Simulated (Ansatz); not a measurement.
Planning a run of Ansatz 0.2.0 on SiO2 (Stishovite). The input:

```yaml
crystal:
  lattice:
    - [4.1773, 0.0, 0.0]
    - [0.0, 4.1773, 0.0]
    - [0.0, 0.0, 2.6652]
  atoms:
    - { symbol: Si, position: [0.0, 0.0, 0.0] }
    - { symbol: Si, position: [0.5, 0.5, 0.5] }
    - { symbol: O, position: [0.305489156, 0.305489156, 0.0] }
    - { symbol: O, position: [0.194510844, 0.805489156, 0.5] }
    - { symbol: O, position: [0.694510844, 0.694510844, 0.0] }
    - { symbol: O, position: [0.805489156, 0.194510844, 0.5] }
kpoints:
  mp_grid: { grid: [4, 4, 6] }
  band_path:
    path:
      - [0.0, 0.0, 0.0]
      - [0.0, 0.5, 0.0]
      - [0.5, 0.5, 0.0]
      - [0.0, 0.0, 0.5]
      - [0.0, 0.5, 0.5]
      - [0.5, 0.5, 0.5]
    npoints: 1
hamiltonian:
  xc: hse06
  pseudopotentials: { kind: paw, azcp: { folder: soft_1 } }
scf:
  occupations: { method: fixed }
  n_extra_bands: 6
output:
  eigenvalues: true
  write_density: true
  write_potential: true
  elf: true
  volumetric_format: npy
```

```sh
ansatz run input.yaml --threads 3 --pin off --max-ram 92160MiB --backend cuda --events-out ev --progress --plain --runs-dir out --devices 1 --max-vram 13GiB
```

Estimate wall time and host memory on 1 × NVIDIA H100 80GB HBM3 (shared by 6 runs) with 3 threads of AMD EPYC 7R13 (Zen 3), shared host.

It took 17 s; on shared hardware allow 8.5 s to 34 s. Peak host memory was 1.3 GiB. The sizes that set the cost: 913 plane waves a state, 24 irreducible k points and 15 SCF cycles.

Exact exchange couples every pair of k points and filled bands, so it costs far more than a semilocal run.

[Paths, hosts, dates, memory and timing lines, banners, echoed tables and standing remarks are left out of the program output.]

[Logs are printed without paths, hosts, clocks, repeated set-up lines and the standing remarks that a program may print on its own settings, such as how far it seeks lower states.]

[Runs of the session that timed out or met a known fault of the program may be left out.]

[Cells called generated may have been cut or substituted from an entry of the Crystallography Open Database or the Materials Project.]

[Hosts, paths, dates, database ids (printed as entryN), source tags and the programs' standing remarks are cut or masked in the printed files.]
